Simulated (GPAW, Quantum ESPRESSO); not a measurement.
Consider ScF3 (Pm-3m).

```
Sc F
1.0
     4.01245    0.00000    0.00000
     0.00000    4.01245    0.00000
     0.00000    0.00000    4.01245
Sc F
1 3
Direct
  0.00000 0.00000 0.00000
  0.00000 0.00000 0.50000
  0.00000 0.50000 0.00000
  0.50000 0.00000 0.00000
```

Absorber: atom 2, with 2 Sc at 2.01 Å (linear, site symmetry 4/mmm). Method: GPAW, LDA, full core hole (charged cell), 8-atom cell with 5.7 Å between holes, 6×6×6 k points, dipole transitions, Gaussian full width 0.9 eV up to 4 eV, rising linearly to 3.5 eV at 25 eV.

Question: Predict the near-edge structure at the F K edge.

Main maxima up to 24 eV above the zero (height): 0.8 eV (1.43), 3.5 eV (1.31), 10.6 eV (1.81) and 19.5 eV (1.30). A K edge sees empty p states; the first features are F p mixed into the empty d states of the Sc neighbours, and the broad ones above probably into the cations' higher empty bands. The total-energy difference plus the lowest empty eigenvalue puts the zero at 690.04 eV. One term is added: -9.89 eV, since the hole is spin-paired here and a spin-polarised one costs that much less in the free atom (computed apart). The photon energy is then 680.15 eV. The functional and the charged cell's background leave an error in such absolute values: in the free atom LDA prices this hole 4.7 eV below PBE (computed apart), and PBE is itself good to a few eV.

The F K spectrum (energy from the lowest empty level; intensity scaled to a mean of 1 over the first 20 eV):

| E (eV) | intensity |
| --- | --- |
| -2.0 | 0.00 |
| -1.4 | 0.00 |
| -0.8 | 0.01 |
| -0.2 | 0.20 |
| 0.4 | 1.13 |
| 1.0 | 1.33 |
| 1.6 | 0.81 |
| 2.2 | 0.90 |
| 2.8 | 1.00 |
| 3.4 | 1.29 |
| 4.0 | 1.04 |
| 4.6 | 0.61 |
| 5.2 | 0.54 |
| 5.8 | 0.72 |
| 6.4 | 0.93 |
| 7.0 | 1.01 |
| 7.6 | 0.99 |
| 8.2 | 1.04 |
| 8.8 | 1.28 |
| 9.4 | 1.56 |
| 10.0 | 1.73 |
| 10.6 | 1.81 |
| 11.2 | 1.68 |
| 11.8 | 1.36 |
| 12.4 | 0.99 |
| 13.0 | 0.72 |
| 13.6 | 0.57 |
| 14.2 | 0.51 |
| 14.8 | 0.52 |
| 15.4 | 0.56 |
| 16.0 | 0.59 |
| 16.6 | 0.63 |
| 17.2 | 0.72 |
| 17.8 | 0.88 |
| 18.4 | 1.07 |
| 19.0 | 1.24 |
| 19.6 | 1.30 |
| 20.2 | 1.20 |
| 20.8 | 1.00 |
| 21.4 | 0.77 |
| 22.0 | 0.57 |
| 22.6 | 0.45 |
| 23.2 | 0.41 |
| 23.8 | 0.42 |
| 24.4 | 0.48 |
| 25.0 | 0.58 |
| 25.6 | 0.72 |
| 26.2 | 0.88 |
| 26.8 | 1.05 |
| 27.4 | 1.23 |
| 28.0 | 1.40 |
| 28.6 | 1.54 |
| 29.2 | 1.64 |
| 29.8 | 1.70 |
| 30.4 | 1.71 |
| 31.0 | 1.69 |
| 31.6 | 1.65 |

The holes are only 5.7 Å apart, so the shape is probably not converged with cell size; no larger cell was run here. The mesh is coarse (0.26 Å⁻¹ between points), so small maxima may be mesh ripples. Lifetime broadening is put in by hand, and intensities beyond about 20 eV depend on it and on the partial waves; weight that the partial waves miss at high energy is lost. The structure is a published determination, not relaxed.

[Banner, clock and machine lines of the logs are left out without a mark of their own.]

[Logs are printed without paths, hosts, clocks, repeated set-up lines and the standing remarks that a program may print on its own settings, such as how far it seeks lower states.]

[Hosts, paths, dates, database ids (printed as entryN), source tags and the programs' standing remarks are cut or masked in the printed files.]

[Lists of maxima count a maximum above −3 eV only where it reaches 4 % of the highest in the window and stands out from its surroundings by 2 % of it (1.5 % where it reaches 55 %); shoulders and weaker maxima are passed over, and of the rest the first, up to two pre-edge ones and the few strongest are named.]
